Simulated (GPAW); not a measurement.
# A 7-layer slab of Ti(0001): simulated STM images

Aim: Tersoff-Hamann images of a 7-layer slab of Ti(0001) at several biases.

Calculated with GPAW 26.7.0; GPAW, PAW setups; slab in vacuum, relaxation, in the first sound run; inputs show where later runs differ.

This is a report of a sequence of runs, with most program output left out.

## 1. The structure

The cell holds 7 atoms: 7 Ti. Its edges and angles: a = 2.950 Å, b = 2.950 Å, c = 30.054 Å, α = 90.0°, β = 90.0°, γ = 60.0°. Vacuum lies along c.

## 2. Relaxing the atoms

Forces are removed first; all later runs use this geometry. The lowest 3 atoms are held at bulk positions and keep their forces.

The input, run.py:

```python
import json
import numpy as np
from ase import Atoms
from ase.constraints import FixAtoms
from ase.optimize import BFGS
from gpaw import GPAW, PW

slab = Atoms(
    ['Ti', 'Ti', 'Ti', 'Ti', 'Ti', 'Ti', 'Ti'],
    positions=[
        [0.00000, 0.00000, 8.00000],
        [2.95000, 1.70318, 10.34230],
        [0.00000, 0.00000, 12.68460],
        [2.95000, 1.70318, 15.02690],
        [0.00000, 0.00000, 17.36920],
        [2.95000, 1.70318, 19.71150],
        [0.00000, 0.00000, 22.05380]],
    cell=[[2.95, 0.0, 0.0], [1.475, 2.55477, 0.0], [0.0, 0.0, 30.0538]],
    pbc=[True, True, False])

slab.calc = GPAW(mode=PW(400), xc='PBE', kpts={'size': (12, 12, 1), 'gamma': True},
                 occupations={'name': 'fermi-dirac', 'width': 0.1}, nbands='160%',
                 convergence={'density': 1e-05}, maxiter=200,
                 poissonsolver={'dipolelayer': 'xy'},
                 symmetry={'tolerance': 1e-3, 'extra_ids': [1, 1, 1, 0, 0, 0, 0]}, txt='slab.txt')
result = {}
slab.set_constraint(FixAtoms([0, 1, 2]))
path = []
opt = BFGS(slab, maxstep=0.2)
opt.attach(lambda: path.append((slab.get_potential_energy(), slab.positions.tolist(), slab.get_forces().tolist())))
result['relaxed'] = bool(opt.run(fmax=0.03, steps=40))
result['path'] = path
energy = slab.get_potential_energy()
fermi = slab.calc.get_fermi_level()
v = slab.calc.get_electrostatic_potential().mean((0, 1)) - fermi
n = slab.calc.get_pseudo_density().mean((0, 1))
L = slab.cell[2, 2]
z = np.arange(len(v)) * L / len(v)
low, high = slab.positions[:, 2].min(), slab.positions[:, 2].max()
below, above = np.interp([low - 5.8, high + 5.8], z, v)
slopes = [np.interp(x, z, np.gradient(v, z)) for x in (low - 5.8, high + 5.8)]
eps = np.array([[slab.calc.get_eigenvalues(k, s) for k in range(len(slab.calc.get_ibz_k_points()))]
                for s in range(slab.calc.get_number_of_spins())]) - fermi
top, bottom = eps[eps < 0].max(), eps[eps > 0].min()
dipole = slab.get_dipole_moment()[2]
print(f'energy {energy:.4f} eV, Fermi level {fermi:.4f} eV, dipole {dipole:.5f} e A')
print(f'potential 5.8 A off the faces, from the Fermi level: lower {below:.4f} eV, upper {above:.4f} eV')
print(f'slope of the potential there: lower {slopes[0]:.5f}, upper {slopes[1]:.5f} eV/A')
print(f'nearest levels on the mesh: {top:.4f} and {bottom:.4f} eV')
print('magnetic moment', round(slab.get_magnetic_moment(), 3))
result.update(energy=energy, fermi=fermi, dipole=dipole, below=below, above=above, slopes=slopes, edges=[top, bottom],
              z=z.tolist(), v=v.tolist(), n=n.tolist(), positions=slab.positions.tolist(),
              forces=slab.get_forces(apply_constraint=False).tolist(), moments=slab.get_magnetic_moments().tolist())
json.dump(result, open('result.json', 'w'))
```

The run is started by

```
OMP_NUM_THREADS=1 OPENBLAS_NUM_THREADS=1 python run.py
```

The job ended after 33 min (1 thread of AMD EPYC 9R14 (Zen 4), shared host; peak memory 0.28 GiB).

Step by step:

```
step  energy less that of the first step (eV)  largest force (eV/Å)
   1                                   0.0000                0.5439
   2                                  -0.0092                0.5110
   3                                  -0.0473                0.5466
   4                                  -0.0572                0.1677
   5                                  -0.0602                0.0818
   6                                  -0.0607                0.0683
   7                                  -0.0613                0.0876
   8                                  -0.0626                0.1036
   9                                  -0.0633                0.0799
  10                                  -0.0634                0.0418
  11                                  -0.0633                0.0405
  12                                  -0.0631                0.0372
  13                                  -0.0632                0.0445
  14                                  -0.0640                0.0785
  15                                  -0.0650                0.0747
  16                                  -0.0666                0.0329
  17                                  -0.0670                0.0158
```

The atoms that moved most (Å):

```
atom     dx     dy      dz  length
 Ti7  0.000  0.000  -0.182   0.182
 Ti5  0.000  0.000  -0.058   0.058
 Ti4  0.000  0.000  -0.017   0.017
 Ti6  0.000  0.000  -0.012   0.012
```

Final coordinates:

```
Ti
1.0
     2.95000    0.00000    0.00000
     1.47500    2.55477    0.00000
     0.00000    0.00000   30.05380
Ti
7
Direct
  0.00000 0.00000 0.26619
  0.66667 0.66667 0.34413
  0.00000 0.00000 0.42206
  0.66667 0.66667 0.49944
  0.00000 0.00000 0.57599
  0.66667 0.66667 0.65549
  0.00000 0.00000 0.72775
```

Numbers from this step:

| Item | Value |
| --- | --- |
| dipole along the normal | 0.001531 e·Å |
| levels nearest the Fermi level on the mesh | -0.002773, 0.01129 eV from the Fermi level |
| upper work function | 4.379 eV |
| lower work function | 4.418 eV |

The electrostatic potential energy of an electron (without an applied field's), less the Fermi level, planar mean oscillates, so the rows of the table below give means over windows of 2.36 Å about each position, cut where the curve ends. Its maxima inside the range that stand out by 2 % of the span (Å: eV): 9.1: -0.220, 11.5: -0.399, 13.8: -0.517, 16.2: -0.698, 18.5: -0.190, 20.8: -1.35. Its minima: 7.9: -19.5, 10.3: -19.4, 12.7: -19.4, 15.0: -19.5, 17.3: -19.4, 19.7: -19.3, 21.9: -19.6.

Table of electrostatic potential energy of an electron (without an applied field's), less the Fermi level, planar mean by z; means over each step:

```
z (Å)  electrostatic potential energy of an electron (without an applied field's), less the Fermi level, planar mean (eV)
 1.18                                                                                                                4.42
 3.54                                                                                                                4.41
 5.90                                                                                                                3.17
 8.26                                                                                                               -8.38
10.62                                                                                                               -8.27
12.98                                                                                                               -8.32
15.34                                                                                                               -8.40
17.70                                                                                                               -8.21
20.06                                                                                                               -8.69
22.42                                                                                                               -7.39
24.78                                                                                                                4.15
27.14                                                                                                                4.38
29.50                                                                                                                4.38
```

The pseudo valence density, planar mean oscillates, so the rows of the table below give means over windows of 2.36 Å about each position, cut where the curve ends. Its maxima inside the range that stand out by 2 % of the span (Å: e/Å³): 7.9: 1.60, 10.3: 1.61, 12.7: 1.62, 15.0: 1.62, 17.4: 1.58, 19.7: 1.61, 21.9: 1.62. Its minima: 9.2: 0.192, 11.6: 0.191, 14.0: 0.195, 16.1: 0.197, 18.5: 0.180, 20.8: 0.226.

Table of pseudo valence density, planar mean by z; means over each step:

| z (Å) | pseudo valence density, planar mean (e/Å³) |
| --- | --- |
| 1.18 | 0 |
| 3.54 | 2.0e-4 |
| 5.90 | 0.0286 |
| 8.26 | 0.669 |
| 10.62 | 0.676 |
| 12.98 | 0.678 |
| 15.34 | 0.681 |
| 17.70 | 0.673 |
| 20.06 | 0.699 |
| 22.42 | 0.611 |
| 24.78 | 0.00590 |
| 27.14 | 3.3e-5 |

The relaxation lowered the energy of the cell by 0.0670 eV (energies extrapolated to zero smearing; the optimiser's log prints free energies). The largest force left on a free atom is 0.016 eV/Å.

## 3. The slab's potential

With the geometry fixed, the planar mean of the potential gives the vacuum level on each side.

This step: GPAW, PAW setups; slab in vacuum (GPAW 26.7.0).

Changes to run.py since step 2:

```diff
@@ -3,4 +3,3 @@
 from ase import Atoms
-from ase.constraints import FixAtoms
-from ase.optimize import BFGS
+from ase.dft.stm import STM
 from gpaw import GPAW, PW
@@ -13,6 +12,6 @@
         [0.00000, 0.00000, 12.68460],
-        [2.95000, 1.70318, 15.02690],
-        [0.00000, 0.00000, 17.36920],
-        [2.95000, 1.70318, 19.71150],
-        [0.00000, 0.00000, 22.05380]],
+        [2.95000, 1.70318, 15.01005],
+        [0.00000, -0.00000, 17.31081],
+        [2.95000, 1.70318, 19.69992],
+        [0.00000, 0.00000, 21.87172]],
     cell=[[2.95, 0.0, 0.0], [1.475, 2.55477, 0.0], [0.0, 0.0, 30.0538]],
@@ -24,10 +23,4 @@
                  poissonsolver={'dipolelayer': 'xy'},
-                 symmetry={'tolerance': 1e-3, 'extra_ids': [1, 1, 1, 0, 0, 0, 0]}, txt='slab.txt')
+                 symmetry={'tolerance': 1e-3}, txt='slab.txt')
 result = {}
-slab.set_constraint(FixAtoms([0, 1, 2]))
-path = []
-opt = BFGS(slab, maxstep=0.2)
-opt.attach(lambda: path.append((slab.get_potential_energy(), slab.positions.tolist(), slab.get_forces().tolist())))
-result['relaxed'] = bool(opt.run(fmax=0.03, steps=40))
-result['path'] = path
 energy = slab.get_potential_energy()
@@ -53,2 +46,16 @@
               forces=slab.get_forces(apply_constraint=False).tolist(), moments=slab.get_magnetic_moments().tolist())
+
+# Images need the states of the whole zone, up to time reversal
+slab.calc = slab.calc.fixed_density(symmetry={'point_group': False}, txt='states.txt', nbands='220%',
+                                    convergence={'bands': 'CBM+0.8'})
+stm = STM(slab)
+result['stm'] = []
+for bias in [-0.5, 0.5]:
+    height = high + 4.0
+    current = stm.get_averaged_current(bias, height)
+    x, y, h = stm.scan(bias, current)
+    i, f = divmod(height / L * stm.ldos.shape[2], 1)
+    I = abs((1 - f) * stm.ldos[:, :, int(i)] + f * stm.ldos[:, :, int(i) + 1])
+    print(f'bias {bias} V: mean current at 4.0 A {current:.4e}, corrugation {np.ptp(h):.4f} A')
+    result['stm'].append(dict(bias=bias, current=current, h=(h - high).tolist(), I=I.tolist()))
 json.dump(result, open('result.json', 'w'))
```

Run time: 5 min. Hardware: 1 thread; peak memory 0.86 GiB.

Numbers from this step:

```
dipole along the normal                    : 0.001565 e·Å
levels nearest the Fermi level on the mesh : -0.002773, 0.01115 eV from the Fermi level
upper work function                        : 4.378 eV
corrugation -0.5                           : 0.02057 Å
corrugation 0.5                            : 0.06246 Å
```

The electrostatic potential energy of an electron (without an applied field's), less the Fermi level, planar mean oscillates, so the rows of the table below give means over windows of 2.36 Å about each position, cut where the curve ends. Its maxima inside the range that stand out by 2 % of the span (Å: eV): 9.1: -0.220, 11.5: -0.399, 13.8: -0.517, 16.2: -0.698, 18.5: -0.190, 20.8: -1.35. Its minima: 7.9: -19.5, 10.3: -19.4, 12.7: -19.4, 15.0: -19.5, 17.3: -19.4, 19.7: -19.3, 21.9: -19.6.

Table of electrostatic potential energy of an electron (without an applied field's), less the Fermi level, planar mean by z; means over each step:

| z (Å) | electrostatic potential energy of an electron (without an applied field's), less the Fermi level, planar mean (eV) |
| --- | --- |
| 1.18 | 4.42 |
| 3.54 | 4.41 |
| 5.90 | 3.17 |
| 8.26 | -8.38 |
| 10.62 | -8.26 |
| 12.98 | -8.32 |
| 15.34 | -8.40 |
| 17.70 | -8.21 |
| 20.06 | -8.69 |
| 22.42 | -7.39 |
| 24.78 | 4.15 |
| 27.14 | 4.38 |
| 29.50 | 4.38 |

The pseudo valence density, planar mean oscillates, so the rows of the table below give means over windows of 2.36 Å about each position, cut where the curve ends. Its maxima inside the range that stand out by 2 % of the span (Å: e/Å³): 7.9: 1.60, 10.3: 1.61, 12.7: 1.62, 15.0: 1.62, 17.4: 1.58, 19.7: 1.60, 21.9: 1.62. Its minima: 9.2: 0.192, 11.6: 0.191, 14.0: 0.195, 16.1: 0.197, 18.5: 0.180, 20.8: 0.226.

Table of pseudo valence density, planar mean by z; means over each step:

(Unchanged from step 2.)

Tip height over the top atom over a1 and a2. Sample bias -0.5 V, constant current at the mean current 4.0 Å over the top atom.

Values in Å, 14 rows by 14 columns:
```
3.987 3.987 3.990 3.995 4.000 4.001 4.001 3.999 3.999 4.001 4.001 4.000 3.995 3.990
3.992 3.991 3.992 3.995 3.998 3.999 3.999 4.000 4.000 4.000 3.999 3.999 3.998 3.995
3.998 3.996 3.996 3.998 4.000 3.999 3.998 3.999 4.000 4.000 3.999 3.998 3.999 4.000
4.002 4.001 3.999 4.001 4.002 4.001 3.999 3.999 4.000 4.001 4.000 3.999 3.999 4.001
4.003 4.003 4.002 4.002 4.003 4.003 4.001 4.000 4.000 4.001 4.001 4.000 4.000 4.001
4.000 4.003 4.004 4.004 4.004 4.003 4.000 3.999 4.000 4.000 4.000 4.000 4.000 3.999
3.999 4.002 4.005 4.005 4.005 4.005 4.002 3.999 3.999 4.000 3.999 3.999 4.000 3.999
4.000 4.002 4.004 4.005 4.005 4.005 4.004 4.002 4.000 4.001 3.999 3.998 3.999 4.001
4.003 4.003 4.005 4.005 4.004 4.004 4.005 4.005 4.003 4.003 4.001 3.999 3.999 4.001
4.002 4.003 4.004 4.005 4.005 4.004 4.005 4.005 4.004 4.003 4.002 4.000 3.998 4.000
3.998 4.001 4.002 4.004 4.005 4.005 4.005 4.005 4.004 4.002 4.001 3.998 3.995 3.995
3.992 3.996 3.999 4.002 4.004 4.005 4.004 4.005 4.004 4.002 3.999 3.996 3.992 3.990
3.987 3.991 3.996 4.001 4.003 4.003 4.002 4.002 4.003 4.003 4.001 3.996 3.991 3.987
3.985 3.987 3.992 3.998 4.002 4.003 4.000 3.999 4.000 4.003 4.002 3.998 3.992 3.987
```
Columns: a1 from 0 to 0.929; rows upwards: a2 from 0 to 0.929.

Local density of states summed over the bias window over a1 and a2. Sample bias -0.5 V, constant height 4.0 Å over the top atom.

Ten even steps from '_' (8.12 × 1e-5 arbitrary) to '@' (8.47 × 1e-5 arbitrary):
```
____::==##%%##****##%%##==::
--::--==******######******==
**++++**##******####******##
%%##**##%%%%****######****%%
%%@@%%%%@@%%################
##%%@@@@@@%%##**##########**
**%%@@@@@@@@%%****##****##**
##%%@@@@@@@@@@%%####******##
%%%%@@@@@@@@@@@@%%%%%%****%%
%%@@@@@@@@@@@@@@@@@@%%##**##
**##%%@@@@@@@@@@@@%%##**====
--++**%%@@@@@@@@@@%%**++--::
__::++##@@%%%%%%%%@@##++::__
____--**%%%%##**##%%%%**--__
```
Columns: a1 from 0 to 0.929; rows upwards: a2 from 0 to 0.929.

Tip height over the top atom over a1 and a2. Sample bias 0.5 V, constant current at the mean current 4.0 Å over the top atom.

Ten even steps from '0' (3.954 Å) to '9' (4.016 Å):
```
00245788887542
22245689998654
44445688998865
66566788999887
87777889999998
88888888999998
89999998898898
89999999888888
88999999887667
67899999876555
46789999876444
24578999875422
02467899876420
00246888886420
```
Columns: a1 from 0 to 0.929; rows upwards: a2 from 0 to 0.929.

Local density of states summed over the bias window over a1 and a2. Sample bias 0.5 V, constant height 4.0 Å over the top atom.

Values in units of 1e-5 arbitrary, 14 rows by 14 columns:
```
4.9 4.9 5.0 5.1 5.2 5.3 5.4 5.4 5.4 5.4 5.3 5.2 5.1 5.0
5.0 5.0 5.0 5.1 5.2 5.3 5.4 5.4 5.5 5.4 5.4 5.3 5.2 5.1
5.2 5.1 5.1 5.2 5.2 5.3 5.4 5.4 5.5 5.5 5.4 5.4 5.3 5.2
5.3 5.2 5.2 5.2 5.3 5.3 5.4 5.4 5.5 5.5 5.5 5.4 5.4 5.3
5.4 5.3 5.3 5.3 5.3 5.4 5.4 5.4 5.5 5.5 5.5 5.5 5.4 5.4
5.4 5.4 5.4 5.4 5.4 5.4 5.4 5.4 5.5 5.5 5.5 5.5 5.5 5.4
5.4 5.5 5.5 5.5 5.5 5.5 5.5 5.4 5.4 5.4 5.4 5.4 5.4 5.4
5.4 5.5 5.5 5.5 5.5 5.5 5.5 5.5 5.4 5.4 5.4 5.4 5.4 5.4
5.4 5.4 5.5 5.5 5.5 5.5 5.5 5.5 5.4 5.4 5.3 5.3 5.3 5.3
5.3 5.3 5.4 5.5 5.5 5.5 5.5 5.5 5.4 5.3 5.3 5.2 5.2 5.2
5.2 5.2 5.3 5.4 5.5 5.5 5.5 5.5 5.4 5.3 5.2 5.2 5.1 5.1
5.0 5.1 5.2 5.3 5.4 5.5 5.5 5.5 5.4 5.3 5.2 5.1 5.0 5.0
4.9 5.0 5.1 5.2 5.3 5.4 5.5 5.5 5.4 5.3 5.2 5.1 5.0 4.9
4.9 4.9 5.0 5.2 5.3 5.4 5.4 5.4 5.4 5.4 5.3 5.2 5.0 4.9
```
Columns: a1 from 0 to 0.929; rows upwards: a2 from 0 to 0.929.

Force by atom:

```
atom  x (eV/Å)  y (eV/Å)  z (eV/Å)   size
 Ti1     0.000     0.000     0.541  0.541
 Ti2     0.000     0.000    -0.555  0.555
 Ti3     0.000     0.000     0.012  0.012
 Ti4     0.000     0.000    -0.010  0.010
 Ti5     0.000     0.000     0.015  0.015
 Ti6     0.000     0.000     0.004  0.004
 Ti7     0.000     0.000    -0.010  0.010
```

The potential is flat to 3.7e-4 eV/Å where it is read, so the vacuum is wide enough.

## 4. A changed run

One more run, with changed settings.

Changes to run.py since step 3:

```diff
@@ -3,3 +3,2 @@
 from ase import Atoms
-from ase.dft.stm import STM
 from gpaw import GPAW, PW
@@ -19,5 +18,5 @@
 
-slab.calc = GPAW(mode=PW(400), xc='PBE', kpts={'size': (12, 12, 1), 'gamma': True},
+slab.calc = GPAW(mode=PW(400), xc='PBE', kpts={'size': (1, 1, 1), 'gamma': True},
                  occupations={'name': 'fermi-dirac', 'width': 0.1}, nbands='160%',
-                 convergence={'density': 1e-05}, maxiter=200,
+                 convergence={'density': 1e-05}, maxiter=75,
                  poissonsolver={'dipolelayer': 'xy'},
@@ -46,16 +45,2 @@
               forces=slab.get_forces(apply_constraint=False).tolist(), moments=slab.get_magnetic_moments().tolist())
-
-# Images need the states of the whole zone, up to time reversal
-slab.calc = slab.calc.fixed_density(symmetry={'point_group': False}, txt='states.txt', nbands='220%',
-                                    convergence={'bands': 'CBM+0.8'})
-stm = STM(slab)
-result['stm'] = []
-for bias in [-0.5, 0.5]:
-    height = high + 4.0
-    current = stm.get_averaged_current(bias, height)
-    x, y, h = stm.scan(bias, current)
-    i, f = divmod(height / L * stm.ldos.shape[2], 1)
-    I = abs((1 - f) * stm.ldos[:, :, int(i)] + f * stm.ldos[:, :, int(i) + 1])
-    print(f'bias {bias} V: mean current at 4.0 A {current:.4e}, corrugation {np.ptp(h):.4f} A')
-    result['stm'].append(dict(bias=bias, current=current, h=(h - high).tolist(), I=I.tolist()))
 json.dump(result, open('result.json', 'w'))
```

Wall time 24 s (1 thread); peak memory 0.19 GiB.

The fault put into the input: one k-point, under a cap of 75 iterations, which ended the run (kpts = [1, 1]).

## 5. What came out

* work function, upper and lower face: 4.378 and 4.418 eV
* dipole along the normal: 0.00156 e Å
* corrugation at -0.5 V: 0.0206 Å
* corrugation at 0.5 V: 0.0625 Å

In words: The corrugation at constant current is largest at 0.5 V, where the tip height varies by 0.062 Å over the cell. Negative sample bias images filled states, positive bias empty ones. The measured value for polycrystalline Ti, which weights the faces of low work function, is 4.33 eV (as compiled in "Anisotropic work function of elemental crystals", 2019, arxiv:1902.07811); the relaxed upper face lies 0.048 eV over it with PBE. Measured work functions scatter by a tenth of an eV or more between methods. The images are of Tersoff-Hamann type: an s-wave tip, no tip-sample forces, heights closer than in a microscope. The small printed dipole stands for a step of -38 meV from the lower to the upper face, and the probes find -40 meV; values this small are near the numerical noise of both. The runs had no spin polarisation, so a magnetic state, which thin layers of d-metal atoms can have, wasn't tested. The in-plane lattice was kept as typed, which isn't the functional's own and leaves some strain; spin-orbit coupling and temperature are left out.

[Logs are printed without paths, hosts, clocks, repeated set-up lines and the standing remarks that a program may print on its own settings, such as how far it seeks lower states.]

[Hosts, paths, dates, database ids (printed as entryN), source tags and the programs' standing remarks are cut or masked in the printed files.]
